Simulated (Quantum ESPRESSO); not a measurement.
Consider C (Diamond, Fd-3m).

```cif
data_structure
_symmetry_space_group_name_H-M 'P 1'
_symmetry_Int_Tables_number 1
_cell_length_a 2.5221
_cell_length_b 2.5221
_cell_length_c 2.5221
_cell_angle_alpha 60.000
_cell_angle_beta 60.000
_cell_angle_gamma 60.000
_cell_volume 11.34
loop_
_atom_site_label
_atom_site_type_symbol
_atom_site_fract_x
_atom_site_fract_y
_atom_site_fract_z
_atom_site_occupancy
C1 C 0.75000 0.75000 0.75000 1
C2 C 0.50000 0.50000 0.50000 1
```

Absorber: atom 1, with 4 C at 1.54 Å (tetrahedral, site symmetry -43m). Method: Quantum ESPRESSO XSpectra, LDA, full core hole (charged cell), 16-atom cell with 5.0 Å between holes, 6×6×6 k points, dipole transitions, Lorentzian half width 0.3 eV up to 4 eV, rising linearly to 2.5 eV at 25 eV (counted from xe0, 1.9 eV below the zero used here).

Question: Where do the maxima of the C K edge fall?

Main maxima up to 24 eV above the zero (height): 0.9 eV (1.95), 2.9 eV (2.45) and 16.4 eV (0.71). A K edge sees empty p states; a tetrahedral site has σ* states alone, so there is no π* peak. The total-energy difference plus the lowest empty eigenvalue puts the zero at 290.90 eV. One term is added: -6.67 eV, since the hole is spin-paired here and a spin-polarised one costs that much less in the free atom (computed apart). The photon energy is then 284.23 eV. The functional and the charged cell's background leave an error in such absolute values: in the free atom LDA prices this hole 2.9 eV below PBE (computed apart), and PBE is itself good to a few eV.

The C K spectrum (energy from the lowest empty level; intensity scaled to a mean of 1 over the first 20 eV; the points at xe0, where the cut of filled states can leave a spike, are interpolated):

```tsv
E (eV)	intensity
-2.0	0.07
-1.5	0.09
-1.0	0.13
-0.5	0.23
0.0	0.57
0.5	1.28
1.0	1.94
1.5	1.74
2.0	1.91
2.5	2.19
3.0	2.45
3.5	2.08
4.0	1.77
4.5	1.65
5.0	1.41
5.5	1.15
6.0	1.10
6.5	1.08
7.0	0.98
7.5	0.93
8.0	0.93
8.5	0.95
9.0	0.97
9.5	0.95
10.0	0.88
10.5	0.76
11.0	0.62
11.5	0.52
12.0	0.46
12.5	0.43
13.0	0.44
13.5	0.48
14.0	0.53
14.5	0.58
15.0	0.63
15.5	0.67
16.0	0.70
16.5	0.71
17.0	0.69
17.5	0.66
18.0	0.61
18.5	0.56
19.0	0.52
19.5	0.47
20.0	0.42
20.5	0.38
21.0	0.35
21.5	0.33
22.0	0.31
22.5	0.29
23.0	0.27
23.5	0.26
24.0	0.25
24.5	0.24
25.0	0.23
25.5	0.22
26.0	0.22
26.5	0.21
27.0	0.21
27.5	0.21
28.0	0.21
28.5	0.21
29.0	0.20
29.5	0.20
30.0	0.20
30.5	0.19
31.0	0.19
31.5	0.19
32.0	0.20
```

The holes are only 5.0 Å apart, so the shape is probably not converged with cell size; no larger cell was run here. Lifetime broadening is put in by hand, and intensities beyond about 20 eV depend on it and on the partial waves; weight that the partial waves miss at high energy is lost. The structure is a published determination, not relaxed.

[Banner, clock and machine lines of the logs are left out without a mark of their own.]

[Logs are printed without paths, hosts, clocks, repeated set-up lines and the standing remarks that a program may print on its own settings, such as how far it seeks lower states.]

[Hosts, paths, dates, database ids (printed as entryN), source tags and the programs' standing remarks are cut or masked in the printed files.]

[Lists of maxima count a maximum above −3 eV only where it reaches 4 % of the highest in the window and stands out from its surroundings by 2 % of it (1.5 % where it reaches 55 %); shoulders and weaker maxima are passed over, and of the rest the first, up to two pre-edge ones and the few strongest are named.]
